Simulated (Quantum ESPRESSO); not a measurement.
# λ and ρ(T) of Rh (Fm-3m) from pw.x, ph.x and EPW, part 4 of 4

Wanted: λ, Tc and ρ(T) of Rh (Fm-3m) from Quantum ESPRESSO and EPW.

Quantum ESPRESSO 7.5; DFT PBEsol, scalar-relativistic, plane waves, PseudoDojo 0.4.1 norm-conserving pseudopotentials.

So far, coupling constant λ: step 8 (coupling and Tc: fine k 20×20×20, q 10×10×10, width 0.15 …) 0.396. Also resistivity at 300 K (μΩ cm): step 9 (resistivity: fine k 24×24×24, q 12×12×12, adaptive width …) 5.48.

## Step 10: Coupling and Tc, input with a fault, fine q mesh 10×10×10, fine mesh 10×10×10

A variant of the settings follows.

bad.in reads:

```
--
&inputepw
   prefix = 'x'
   outdir = './tmp'
   dvscf_dir = './save'
   elph = .true.
   etf_mem = 1
   nbndsub = 9
   bands_skipped = 'exclude_bands = 1-4'
   use_ws = .true.
   vme = 'wannier'
   asr_typ = 'crystal'
   nk1 = 8
   nk2 = 8
   nk3 = 8
   nq1 = 4
   nq2 = 4
   nq3 = 4
   amass(1) = 102.9055
   epwwrite = .false.
   epwread = .true.
   wannierize = .false.
   nkf1 = 10
   nkf2 = 10
   nkf3 = 10
   nqf1 = 10
   nqf2 = 10
   nqf3 = 10
   mp_mesh_k = .true.
   ephwrite = .true.
   eliashberg = .true.
   liso = .true.
   limag = .true.
   tc_linear = .true.
   tc_linear_solver = 'lapack'
   fsthick = 0.4
   degaussw = 0.01
   degaussq = 0.5
   nqstep = 500
   muc = 0.13
   wscut = 0.3
   nsiter = 500
   nstemp = 7
   temps = 0.5 1.0 2.0 4.0 8.0 16.0 32.0
/
```

Launch:

```console
$ OMP_NUM_THREADS=1 mpirun -n 8 epw.x -nk 8 -in bad.in > bad.out
```

The program printed:

```text
[the first part of the log is left out]
            Electron smearing (eV) =    0.100000000000000D-01
                 Fermi window (eV) =    0.400000000000000D+00
     Finish writing .ephmat files
     ===================================================================
     Memory usage:  VmHWM =        47Mb
                   VmPeak =       524Mb
     ===================================================================
     Finish writing dos file x.dos
     Finish writing phdos files x.phdos and x.phdos_proj
     ===================================================================
     Solve isotropic Eliashberg equations
     ===================================================================
     Finish reading freq file
                  Fermi level (eV) =     2.3064828385E+01
     DOS(states/spin/eV/Unit Cell) =     2.5630552743E+00
            Electron smearing (eV) =     1.0000000000E-02
                 Fermi window (eV) =     4.0000000000E-01
     Nr irreducible k-points within the Fermi shell =        20 out of        47
           3 bands within the Fermi window
     Finish reading egnv file
     Max nr of q-points =       476
     Finish reading ikmap files
     Start reading .ephmat files
     Finish reading .ephmat files
     a2f file is not found to estimate initial gap: calculating a2f files
     Finish reading a2f file
     Electron-phonon coupling strength =    0.6184184
     Estimated Tc using McMillan expression =   4.9931 K for muc =   0.1300
     Estimated Tc using Allen-Dynes modified McMillan expression =   5.1085 K
     Estimated Tc using SISSO machine learning model =   5.1314 K
     Estimated w_log =  23.9692 meV
     Estimated BCS superconducting gap using McMillan Tc =   0.7573 meV
     WARNING WARNING WARNING
     The code may crash since tempsmax =   32.000 K is larger than McMillan Tc =     4.993 K
     Start: Solving (isotropic) linearized Eliashberg equation with solver = lapack
     For the first Temp.    0.50  K
       Total number of frequency points nsiw(     1) =   1108
       Cutoff frequency wscut =     0.3001
     Superconducting transition temp. Tc is the one which has Max. eigenvalue close to 1
      -----------------------------------------------------------------
             Temp.       Max.         nsiw     wscut    Nr. of iters
             (K)       eigenvalue    (itemp)   (eV)      to Converge
      -----------------------------------------------------------------
             0.50      2.2606723     1108      0.3001        1
             1.00      1.9274136      554      0.3002        1
             2.00      1.5959075      277      0.3005        1
             4.00      1.2671505      139      0.3021        1
             8.00      0.9419141       69      0.3010        1
            16.00      0.6235895       35      0.3075        1
            32.00      0.3180167       17      0.3032        1
      -----------------------------------------------------------------
     Finish: Solving (isotropic) linearized Eliashberg equation
```

The job ended after 96 s (8 MPI ranks of Arm Neoverse V2, shared host; 10 min of CPU time).

Numbers from this step:

| Item | Value |
| --- | --- |
| coupling constant λ | 0.6184 |
| log mean phonon energy ħω_log | 23.97 meV |
| density of states at the Fermi level | 2.563 states/eV a spin and cell |
| Fermi level on the fine mesh | 23.06 eV |

This input has a delta width far below the mesh spacing, and its λ = 0.618 is no result.

## Step 11: Resistivity: fine k 32×32×32, q 16×16×16, adaptive width, window 0.32 eV

At these temperatures only states within a few k_B T of the Fermi level carry current, so the mesh must be dense; it is refined.

bte-2.in reads:

```
--
&inputepw
   prefix = 'x'
   outdir = './tmp'
   dvscf_dir = './save'
   elph = .true.
   etf_mem = 1
   nbndsub = 9
   bands_skipped = 'exclude_bands = 1-4'
   use_ws = .true.
   vme = 'wannier'
   asr_typ = 'crystal'
   nk1 = 8
   nk2 = 8
   nk3 = 8
   nq1 = 4
   nq2 = 4
   nq3 = 4
   amass(1) = 102.9055
   epwwrite = .false.
   epwread = .true.
   wannierize = .false.
   nkf1 = 32
   nkf2 = 32
   nkf3 = 32
   nqf1 = 16
   nqf2 = 16
   nqf3 = 16
   mp_mesh_k = .true.
   scattering = .true.
   iterative_bte = .true.
   epmatkqread = .false.
   assume_metal = .true.
   int_mob = .false.
   carrier = .false.
   ngaussw = -99
   mob_maxiter = 200
   broyden_beta = 0.7
   fsthick = 0.32
   degaussw = 0.0
   nstemp = 6
   temps = 150 200 273 300 400 500
   restart = .false.
   selecqread = .false.
/
```

Launch:

```console
$ OMP_NUM_THREADS=1 mpirun -n 8 epw.x -nk 8 -in bte-2.in > bte-2.out
```

The program printed:

```text
[the first part of the log is left out]
     =============================================================================================
     Start solving iterative Boltzmann Transport Equation
     =============================================================================================
     Iteration number:         1
     =============================================================================================
       Temp     Fermi        DOS        Population SR                 Conductivity
        [K]      [eV]    [states/Ry] [carriers per cell]               [Ohm.cm]^-1
     =============================================================================================
      150.000  23.0299   0.76323E+01   0.00000E+00    0.480503E+06    0.130886E-12   -0.945532E-13
                                      -0.15543E-14    0.553311E-12    0.480503E+06   -0.588331E-12
                                      -0.78548E-14   -0.490714E-12   -0.210721E-11    0.480503E+06
      200.000  23.0299   0.74774E+01   0.88818E-15    0.377526E+06    0.483272E-12    0.154087E-12
                                      -0.18180E-14    0.717904E-13    0.377526E+06    0.143231E-11
                                      -0.74940E-15    0.170721E-12    0.202469E-11    0.377526E+06
      273.000  23.0299   0.75917E+01  -0.66613E-15    0.277243E+06    0.210118E-12    0.140079E-12
                                       0.19082E-14    0.262648E-12    0.277243E+06   -0.136402E-11
                                      -0.61062E-15    0.647864E-13    0.143515E-11    0.277243E+06
      300.000  23.0299   0.76268E+01  -0.27756E-15    0.250916E+06   -0.138328E-12    0.717904E-13
                                      -0.26368E-15    0.175098E-14    0.250916E+06    0.252142E-12
                                       0.83267E-15   -0.108561E-12    0.437308E-12    0.250916E+06
      400.000  23.0299   0.74498E+01  -0.11102E-15    0.183399E+06   -0.147083E-12   -0.875492E-13
                                      -0.10408E-15   -0.245138E-13    0.183399E+06   -0.122569E-13
                                       0.14433E-14    0.595335E-13    0.545432E-12    0.183399E+06
      500.000  23.0296   0.67723E+01   0.00000E+00    0.143355E+06   -0.134826E-12   -0.350197E-13
                                       0.19429E-14   -0.857983E-13    0.143355E+06   -0.560315E-13
                                       0.94369E-15    0.525295E-14    0.535364E-12    0.143355E+06
                                                      0.480503E+06    Max error
     [...]
     Iteration number:        23
     =============================================================================================
       Temp     Fermi        DOS        Population SR                 Conductivity
        [K]      [eV]    [states/Ry] [carriers per cell]               [Ohm.cm]^-1
     =============================================================================================
      150.000  23.0299   0.76323E+01  -0.44409E-15    0.492009E+06    0.146973E-12    0.700394E-14
                                      -0.69389E-16    0.210994E-12    0.492009E+06   -0.787943E-12
                                      -0.13448E-13    0.148834E-13    0.207556E-11    0.492009E+06
      200.000  23.0299   0.74774E+01   0.44409E-15    0.386645E+06    0.147958E-12   -0.104184E-12
                                      -0.30462E-14   -0.218873E-13    0.386645E+06   -0.157238E-11
                                       0.18596E-14    0.237258E-12   -0.254517E-11    0.386645E+06
      273.000  23.0299   0.75917E+01  -0.11102E-14    0.283996E+06    0.113814E-12   -0.127822E-12
                                       0.16168E-14    0.507786E-13    0.283996E+06   -0.770433E-13
                                      -0.16653E-14   -0.752924E-13   -0.133513E-12    0.283996E+06
      300.000  23.0299   0.76268E+01   0.88818E-15    0.257023E+06   -0.164593E-12    0.105059E-13
                                       0.29213E-14   -0.980552E-13    0.257023E+06    0.717904E-13
                                       0.22760E-14   -0.105059E-13    0.385873E-12    0.257023E+06
      400.000  23.0299   0.74498E+01   0.11102E-15    0.187840E+06   -0.231130E-12   -0.717904E-13
                                      -0.11449E-14   -0.980552E-13    0.187840E+06   -0.980552E-13
                                       0.38858E-15    0.197861E-12   -0.478676E-12    0.187840E+06
      500.000  23.0296   0.67723E+01  -0.33307E-15    0.146793E+06    0.647864E-13    0.577825E-13
                                      -0.11796E-15    0.525295E-14    0.146793E+06   -0.128697E-12
                                      -0.77716E-15   -0.280158E-13   -0.139422E-12    0.146793E+06
                                                      0.601518E-06    Max error
```

Run time: 8.3 min. Hardware: 8 MPI ranks.

This step gave:

```yaml
iterations: 23
resistivity_at_300_k: 3.891 μΩ cm
```

Resistivity, by row:

```tsv
T (K)	rho_xx (μΩ cm)	rho_yy	rho_zz	relaxation-time approximation, mean of the axes (μΩ cm)
150	2.033	2.033	2.033	1.951
200	2.586	2.586	2.586	2.487
273	3.521	3.521	3.521	3.391
300	3.891	3.891	3.891	3.749
400	5.324	5.324	5.324	5.141
500	6.812	6.812	6.812	6.592
```

ρ(300 K) = 3.89 μΩ cm, against 5.48 before (-29 %); the relaxation-time start gave 3.75. The largest adaptive width printed is 0.54 eV, against a window of 0.32 eV outside which no state is counted.

## Step 12: Resistivity: fine k 40×40×40, q 20×20×20, adaptive width, window 0.32 eV

At these temperatures only states within a few k_B T of the Fermi level carry current, so the mesh must be dense; it is refined.

bte-3.in, as its differences from bte-2.in of step 11:

```diff
@@ -22,8 +22,8 @@
    wannierize = .false.
-   nkf1 = 32
-   nkf2 = 32
-   nkf3 = 32
-   nqf1 = 16
-   nqf2 = 16
-   nqf3 = 16
+   nkf1 = 40
+   nkf2 = 40
+   nkf3 = 40
+   nqf1 = 20
+   nqf2 = 20
+   nqf3 = 20
    mp_mesh_k = .true.
```

Launch:

```console
$ OMP_NUM_THREADS=1 mpirun -n 8 epw.x -nk 8 -in bte-3.in > bte-3.out
```

The program printed:

```text
[the first part of the log is left out]
     =============================================================================================
     Start solving iterative Boltzmann Transport Equation
     =============================================================================================
     Iteration number:         1
     =============================================================================================
       Temp     Fermi        DOS        Population SR                 Conductivity
        [K]      [eV]    [states/Ry] [carriers per cell]               [Ohm.cm]^-1
     =============================================================================================
      150.000  23.0380   0.17324E+02   0.22204E-15    0.464738E+06   -0.336150E-12    0.476170E-12
                                      -0.88709E-15    0.376462E-12    0.464738E+06    0.118367E-11
                                       0.25000E-14    0.168051E-12   -0.110876E-11    0.464738E+06
      200.000  23.0374   0.18136E+02  -0.72164E-15    0.346954E+06    0.945974E-13   -0.946011E-13
                                      -0.13323E-14    0.547183E-16    0.346954E+06   -0.530764E-12
                                       0.53837E-14   -0.210585E-13    0.149934E-12    0.346954E+06
      273.000  23.0363   0.16783E+02   0.44409E-15    0.248382E+06   -0.559849E-13   -0.140019E-12
                                       0.15539E-14   -0.839926E-13    0.248382E+06    0.754787E-12
                                      -0.21645E-14   -0.280092E-13   -0.138956E-12    0.248382E+06
      300.000  23.0359   0.15499E+02   0.11102E-15    0.224215E+06    0.490200E-13   -0.420195E-13
                                       0.63925E-15   -0.542805E-13    0.224215E+06    0.973660E-12
                                       0.44454E-15   -0.210057E-13    0.123281E-11    0.224215E+06
      400.000  23.0342   0.12348E+02   0.13878E-15    0.164578E+06   -0.140080E-12    0.386292E-13
                                      -0.83288E-15    0.140079E-13    0.164578E+06    0.520101E-12
                                      -0.58302E-15    0.805474E-13    0.485636E-12    0.164578E+06
      500.000  23.0326   0.90154E+01  -0.83700E-16    0.130322E+06    0.315301E-13    0.560159E-13
                                       0.30835E-15    0.998061E-13    0.130322E+06    0.156826E-12
                                      -0.12217E-14   -0.367231E-13   -0.654354E-13    0.130322E+06
                                                      0.464738E+06    Max error
     [...]
     Iteration number:        23
     =============================================================================================
       Temp     Fermi        DOS        Population SR                 Conductivity
        [K]      [eV]    [states/Ry] [carriers per cell]               [Ohm.cm]^-1
     =============================================================================================
      150.000  23.0380   0.17324E+02   0.44409E-15    0.472919E+06   -0.364288E-12    0.227654E-12
                                      -0.17613E-14    0.168149E-12    0.472919E+06    0.108211E-11
                                       0.26647E-14    0.840214E-13   -0.500027E-12    0.472919E+06
      200.000  23.0374   0.18136E+02  -0.66613E-15    0.353314E+06   -0.420508E-13    0.297692E-12
                                       0.43723E-14    0.154087E-12    0.353314E+06   -0.665345E-12
                                       0.18317E-14    0.329186E-12   -0.190843E-11    0.353314E+06
      273.000  23.0363   0.16783E+02  -0.55511E-16    0.253132E+06   -0.280159E-13   -0.315199E-13
                                      -0.33299E-14    0.700394E-14    0.253132E+06    0.110673E-11
                                      -0.16588E-15   -0.133074E-12    0.210871E-12    0.253132E+06
      300.000  23.0359   0.15499E+02  -0.11102E-15    0.228550E+06    0.182075E-12   -0.490026E-13
                                      -0.15747E-14   -0.274905E-12    0.228550E+06    0.584995E-12
                                      -0.77688E-15   -0.350463E-13    0.135959E-12    0.228550E+06
      400.000  23.0342   0.12348E+02  -0.33307E-15    0.167866E+06    0.332198E-13    0.875685E-13
                                       0.35573E-15    0.139805E-13    0.167866E+06   -0.251460E-14
                                       0.91561E-15   -0.522855E-14   -0.163924E-13    0.167866E+06
      500.000  23.0326   0.90154E+01   0.00000E+00    0.132989E+06   -0.244394E-13    0.349972E-13
                                       0.46111E-15   -0.358952E-13    0.132989E+06    0.103365E-12
                                       0.55060E-16   -0.122795E-16   -0.778676E-13    0.132989E+06
                                                      0.801287E-06    Max error
```

The job ended after 21 min (8 MPI ranks).

Numbers from this step:

```
resistivity at 300 K : 4.375 μΩ cm
```

Resistivity, by row:

```tsv
T (K)	rho_xx (μΩ cm)	rho_yy	rho_zz	relaxation-time approximation, mean of the axes (μΩ cm)
150	2.115	2.115	2.115	2.103
200	2.83	2.83	2.83	2.805
273	3.95	3.95	3.95	3.901
300	4.375	4.375	4.375	4.316
400	5.957	5.957	5.957	5.858
500	7.519	7.519	7.519	7.378
```

ρ(300 K) = 4.38 μΩ cm, against 3.89 before (+12 %); the relaxation-time start gave 4.32. The largest adaptive width printed is 0.43 eV, against a window of 0.32 eV outside which no state is counted.

## Step 13: Results

| Quantity | Value |
| --- | --- |
| Wannier functions, band error | 9 functions; 6 meV r.m.s. |
| coupling constant λ, fine k 20×20×20, q 10×10×10, width 0.15 eV, window 0.61 eV | 0.396 |
| ħω_log | 22.4 meV |
| Tc at μ* = 0.13, Allen–Dynes | 0.45 K |
| resistivity at 300 K, 24×24×24 | 5.48 μΩ cm |
| resistivity at 300 K, 32×32×32 | 3.89 μΩ cm |
| resistivity at 300 K, 40×40×40 | 4.38 μΩ cm |

In words: Step 7: No branch goes imaginary on this path. Step 8: Twice the integral of α²F/ω over this curve gives λ = 0.40, half of it from below 23.2 meV. Step 8: The most distinct maxima of the a2F lie at 19.3, 24.3 and 28.7 meV, the highest at 28.7 meV. On the finest meshes run, Rh (Fm-3m) has λ = 0.40 and a phonon-limited resistivity of 4.38 μΩ cm at 300 K. The last refinement of the mesh moved the resistivity by 12 %, so it is not converged, and no rank of the meshes against a measured value means much. On the finest mesh the adaptive width still reaches 0.43 eV against a window of 0.32 eV; the window, which cuts off final states, was not widened. The Eliashberg Tc is interpolated in log T between temperatures a factor of two apart, and its μ* acts up to a cut-off of 0.3 eV, so it weighs less than the same number in Allen and Dynes's formula. λ rests on one fine mesh and one width. Between 150 and 500 K the resistivity rises by a factor of 3.56, against 3.33 for a straight line through the origin. The rows at 273, 300, 400 and 500 K moved by more than 10 % in the last refinement. The Sommerfeld coefficient follows from γ = (π²/3) k_B² N(E_F)(1 + λ), with twice the density of states a spin that EPW reads on the fine mesh at this width. Measured: transition temperature: 0.000325 K (bulk, normal pressure; compiled value; quoted in “List of superconductors”, 2026, Wikipedia's table of superconducting elements, as read in December); Allen and Dynes's formula gives 0.45 K at μ* = 0.13, a miss by a large factor whose cause these runs do not show; μ* is typed and spin fluctuations are left out. The q mesh of ph.x (4×4×4), the k mesh and smearing of the ground state (12×12×12) and EPW's coarse k mesh (8×8×8) were not varied. Only scattering by harmonic phonons counts; impurities, grain boundaries and thermal expansion are left out, and μ* is typed.

Calculation against experiment:

| quantity | measured | 24×24×24 | 32×32×32 | 40×40×40 | k 20×20×20, 0.15 eV |
| --- | --- | --- | --- | --- | --- |
| resistivity at 273 K (computed: phonon part alone) (μΩ cm) | 4.3 | 5.08 (+18.2 %) | 3.52 (-18.1 %) | 3.95 (-8.1 %) | - |
| Sommerfeld coefficient γ (per mole of Rh) (mJ/(mol K²)) | 4.9 | - | - | - | 3.58 (-26.8 %) |

Measured values from CRC Press, section 12, read from Wikipedia's data page (2003) and NBS Monograph 21, table 3 (1960).

How well it matches: For the resistivity at 273 K, of the levels listed nearest comes 40×40×40 (-8.1 %, fair agreement) and farthest 24×24×24 (+18.2 %, fair agreement). The Sommerfeld coefficient γ is off by -26.8 %: a clear miss. Limits of convergence are named above.

[The logs of pw.x and epw.x are selected lines.]

[Logs are printed without paths, hosts, clocks, repeated set-up lines and the standing remarks that a program may print on its own settings, such as how far it seeks lower states.]

[Hosts, paths, dates, database ids (printed as entryN), source tags and the programs' standing remarks are cut or masked in the printed files.]
